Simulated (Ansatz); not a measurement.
# Liquid pyrrole from a run at 300 K (150 atoms), the frame at 86 fs of a trajectory (instantaneous temperature 298 K)

The starting structure: 15 pyrrole placed at random, at 0.97 g/cm³; overlaps pushed apart, then 10 ps at 450 K with MMFF94 bonds, angles, torsions, charges and radii (Halgren, J. Comput. Chem. 17, 490 (1996)) in harmonic and 12-6 forms. Snapshot after 20 ps at 300 K and fixed volume.

Calculated values (Ansatz 0.2.0, Kohn-Sham DFT, LDA, PAW (set soft_2), plane waves; cutoff 420 eV, Γ point, gaussian smearing of 0.025 eV; density 0.970 g/cm³) for the frame at 86 fs of a trajectory (instantaneous temperature 298 K).

Cell vectors (Å):

```
11.988 0.000 0.000
0.000 11.988 0.000
0.000 0.000 11.988
```

Positions in Å, forces in eV/Å:

```tsv
atom	x	y	z	fx	fy	fz
C1	4.689	5.480	3.533	-1.169	1.028	0.557
C2	3.747	5.967	2.572	0.252	-0.492	-0.026
C3	3.022	6.984	3.221	1.725	-1.742	-0.516
N4	3.532	7.068	4.464	-1.046	1.603	0.257
C5	4.519	6.224	4.712	0.928	-1.347	-1.097
H6	5.272	4.589	3.482	0.736	-0.456	-0.393
H7	3.703	5.531	1.529	-0.325	0.726	1.069
H8	2.243	7.656	2.974	-0.811	0.686	-0.633
H9	3.152	7.784	5.079	0.082	0.250	0.685
H10	5.107	6.219	5.633	-0.307	-0.026	-0.049
C11	7.435	1.509	10.136	1.316	1.048	-0.093
C12	7.863	2.878	10.134	1.844	-1.741	-1.086
C13	9.196	2.890	9.746	-0.004	-1.998	0.756
N14	9.617	1.575	9.645	-0.650	1.410	-0.867
C15	8.523	0.730	9.801	1.711	1.206	-0.017
H16	6.467	1.233	10.468	-1.002	-0.689	0.152
H17	7.316	3.750	10.259	-1.401	1.577	0.557
H18	9.992	3.598	9.589	-0.105	0.861	0.054
H19	10.562	1.451	9.165	-1.170	-0.784	0.459
H20	8.791	11.685	9.661	-0.534	-0.641	0.165
C21	11.521	11.565	8.021	-0.515	1.199	-0.176
C22	0.019	0.934	7.710	-0.877	-2.035	-0.077
C23	0.938	1.226	8.673	0.681	-0.128	0.083
N24	1.044	0.143	9.503	-0.356	1.328	0.497
C25	0.109	11.168	9.234	1.245	0.757	-1.745
H26	10.747	11.068	7.396	0.491	0.052	0.626
H27	11.781	1.558	6.831	-0.211	-0.449	0.361
H28	1.587	2.127	8.716	-0.228	-0.690	0.331
H29	1.769	0.165	10.231	-0.080	-0.355	0.301
H30	0.236	10.220	9.763	-0.528	0.017	-0.150
C31	8.453	8.232	8.002	-0.750	0.239	-0.223
C32	8.322	9.239	8.989	0.030	-0.234	-0.337
C33	8.699	8.680	10.161	0.693	-2.814	-0.301
N34	9.023	7.331	9.932	-1.145	2.626	-1.688
C35	8.844	7.082	8.626	-0.014	-0.151	-0.690
H36	8.086	8.275	6.979	0.184	0.114	-0.168
H37	7.914	10.234	8.897	-0.051	0.263	-0.259
H38	8.732	8.901	11.178	-0.065	1.188	1.760
H39	9.349	6.673	10.579	0.721	-1.018	1.606
H40	8.889	6.096	8.178	0.285	-0.300	0.095
C41	11.160	1.444	0.636	1.098	0.320	1.898
C42	0.513	1.861	0.960	-0.116	-1.140	-1.927
C43	0.494	2.370	2.194	0.519	1.786	1.776
N44	11.228	2.324	2.670	-1.055	0.381	1.523
C45	10.427	1.693	1.771	-0.997	0.660	0.547
H46	10.776	0.992	11.758	-0.348	-0.706	-1.323
H47	1.448	1.682	0.420	-0.257	0.092	-0.306
H48	1.237	2.901	2.793	0.279	-0.349	-0.154
H49	10.875	2.828	3.537	0.514	-0.884	-1.118
H50	9.389	1.534	2.116	0.299	-0.043	-0.735
C51	11.325	4.984	6.482	1.535	-1.697	-0.638
C52	11.452	5.878	5.444	0.187	1.839	-0.824
C53	0.479	5.442	4.594	-1.088	0.767	0.984
N54	0.929	4.298	5.122	1.389	-0.471	-1.062
C55	0.283	3.976	6.243	-0.536	0.005	1.311
H56	10.661	4.948	7.297	-0.946	0.226	1.034
H57	11.010	6.888	5.410	-0.143	-0.483	-0.227
H58	1.080	5.965	3.868	0.049	0.132	-0.548
H59	1.774	3.885	4.708	-0.097	-0.502	0.604
H60	0.577	3.138	6.894	-0.086	0.289	-0.503
C61	3.744	9.834	6.737	-1.050	-0.650	0.202
C62	2.379	9.352	6.753	0.840	-1.100	0.020
C63	2.444	8.017	7.187	-2.191	1.402	-0.579
N64	3.686	7.733	7.473	2.316	-0.784	0.834
C65	4.526	8.785	7.263	-0.678	0.571	-1.096
H66	4.027	10.790	6.266	0.184	-0.301	0.433
H67	1.411	9.764	6.457	0.346	0.504	-0.124
H68	1.625	7.285	7.238	0.239	0.124	0.188
H69	4.036	6.830	7.875	-0.193	0.274	-0.098
H70	5.597	8.581	7.237	0.072	0.315	0.318
C71	3.542	11.122	0.195	-0.716	0.926	-1.233
C72	3.657	0.366	11.450	0.281	-1.073	0.067
C73	3.843	0.030	10.112	0.224	-0.300	2.262
N74	3.828	10.676	10.045	-0.279	-0.225	-1.352
C75	3.551	10.106	11.225	0.642	1.329	1.293
H76	3.384	11.150	1.270	-0.025	-0.572	0.105
H77	3.684	1.350	11.907	0.032	0.193	-0.086
H78	4.126	0.624	9.300	0.256	0.910	-1.407
H79	3.942	10.169	9.154	-0.060	-0.090	-0.030
H80	3.521	9.050	11.290	-0.129	-1.078	0.227
C81	9.747	6.225	2.285	0.128	0.375	-0.154
C82	9.283	6.155	0.947	1.913	-1.683	-0.952
C83	8.027	6.622	0.850	-0.977	1.258	0.931
N84	7.727	7.100	2.096	-0.805	0.343	0.037
C85	8.752	6.894	2.946	-0.575	-0.147	0.093
H86	10.688	5.882	2.740	-0.279	0.126	-0.310
H87	9.839	5.729	0.088	-0.053	-0.092	0.504
H88	7.351	6.771	0.011	0.019	-0.066	0.025
H89	6.924	7.694	2.376	0.144	-0.300	-0.396
H90	8.598	7.277	3.944	0.378	-0.104	0.498
C91	5.494	6.220	9.953	1.146	0.308	-0.770
C92	4.944	5.452	8.885	-1.119	-0.682	2.086
C93	3.584	5.209	9.273	2.696	0.652	-0.336
N94	3.388	5.890	10.402	-2.450	0.673	0.096
C95	4.482	6.568	10.759	-0.904	0.274	1.877
H96	6.527	6.489	10.243	-0.219	-0.041	-0.905
H97	5.576	4.901	8.229	0.166	-0.492	-0.976
H98	2.747	4.704	8.892	-0.929	-0.903	-1.047
H99	2.400	6.078	10.749	1.069	-0.231	-0.307
H100	4.386	7.169	11.654	0.514	0.173	0.284
C101	6.596	9.928	1.361	0.526	-0.180	0.026
C102	5.857	9.724	2.594	1.727	0.502	-1.844
C103	6.819	9.852	3.547	-0.825	0.223	1.726
N104	7.996	10.207	3.056	3.316	-1.280	-0.618
C105	7.957	10.097	1.665	-1.854	0.646	1.050
H106	6.198	9.947	0.333	0.010	-0.121	0.389
H107	4.803	9.630	2.737	-0.683	-0.262	0.066
H108	6.790	9.716	4.611	-0.501	0.063	0.706
H109	8.899	10.125	3.684	-1.556	0.278	-1.570
H110	8.841	10.142	1.034	0.014	0.267	0.067
C111	11.018	9.676	4.696	1.117	0.748	-1.300
C112	11.760	8.997	3.675	-0.095	0.305	0.566
C113	0.209	9.877	2.704	-1.557	-0.991	2.042
N114	11.704	11.056	3.074	-0.150	2.096	0.421
C115	11.067	11.024	4.299	0.209	-1.528	-1.212
H116	10.619	9.212	5.608	0.101	0.314	-0.128
H117	0.054	7.980	3.742	0.102	-1.285	-0.068
H118	0.709	9.722	1.793	0.734	-0.158	-1.224
H119	11.750	11.877	2.442	-0.075	-0.041	0.477
H120	10.758	11.943	4.745	-0.497	0.625	0.369
C121	7.879	1.652	5.001	0.291	1.293	-0.046
C122	8.230	3.049	4.907	-0.873	-0.912	-0.594
C123	8.124	3.541	6.191	-0.121	-0.241	-0.165
N124	7.720	2.541	7.027	0.233	-0.212	-0.029
C125	7.597	1.376	6.314	-0.111	0.230	0.291
H126	7.815	1.032	4.125	-0.081	-0.701	-0.195
H127	8.276	3.575	3.913	0.434	-0.142	1.141
H128	8.408	4.513	6.550	-0.123	0.510	0.293
H129	7.567	2.624	8.069	0.394	-0.089	-0.794
H130	7.320	0.450	6.826	-0.021	0.150	-0.129
C131	0.129	6.238	10.351	-0.498	-0.819	1.850
C132	0.129	7.286	11.327	0.612	0.897	-0.537
C133	0.447	6.771	0.574	-0.623	-2.460	-2.617
N134	0.494	5.379	0.420	0.161	0.830	1.614
C135	0.277	5.063	11.117	-0.125	-0.983	-1.620
H136	11.874	6.230	9.284	0.070	0.261	0.132
H137	11.926	8.370	11.167	0.224	-0.666	-0.092
H138	0.571	7.224	1.496	0.114	0.873	1.890
H139	0.569	4.729	1.260	-0.059	0.553	-1.488
H140	0.186	3.990	10.732	0.285	1.316	0.800
C141	2.721	1.073	5.122	-1.657	-0.286	0.337
C142	3.065	0.688	3.832	0.946	-0.596	-1.613
C143	4.302	1.267	3.529	-0.663	0.106	0.152
N144	4.604	2.082	4.569	-0.449	0.544	1.128
C145	3.611	2.015	5.546	1.445	-0.810	-1.558
H146	1.876	0.634	5.684	0.244	0.457	-0.114
H147	2.505	0.075	3.084	0.317	0.195	0.871
H148	4.958	1.100	2.663	-0.194	0.283	0.242
H149	5.413	2.700	4.737	0.012	-0.583	-0.500
H150	3.846	2.378	6.510	0.003	0.650	1.092
```

The network of contacts between molecules at the start is that of the classical potential that made the cell. The functional has no dispersion term, which matters for the binding between molecules or layers, where LDA binds through overlap of densities alone. The density was typed from a rule of thumb and may lie off the real one at this temperature. Only the Γ point is sampled, in a cell whose shortest periodic width is 12 Å.

The r.m.s. force component is 0.891 eV/Å; the longest force, 3.65 eV/Å, acts on C133. The energy lies 0.2 meV/atom above that of the first step of this run.

[Logs are printed without paths, hosts, clocks, repeated set-up lines and the standing remarks that a program may print on its own settings, such as how far it seeks lower states.]

[Hosts, paths, dates, database ids (printed as entryN), source tags and the programs' standing remarks are cut or masked in the printed files.]

[The MMFF94 radii named for the starting cell were scaled by 0.96; in molecules described by MMFF94, hydrogen bound to N, O or S took a small fixed 12-6 site in their place.]
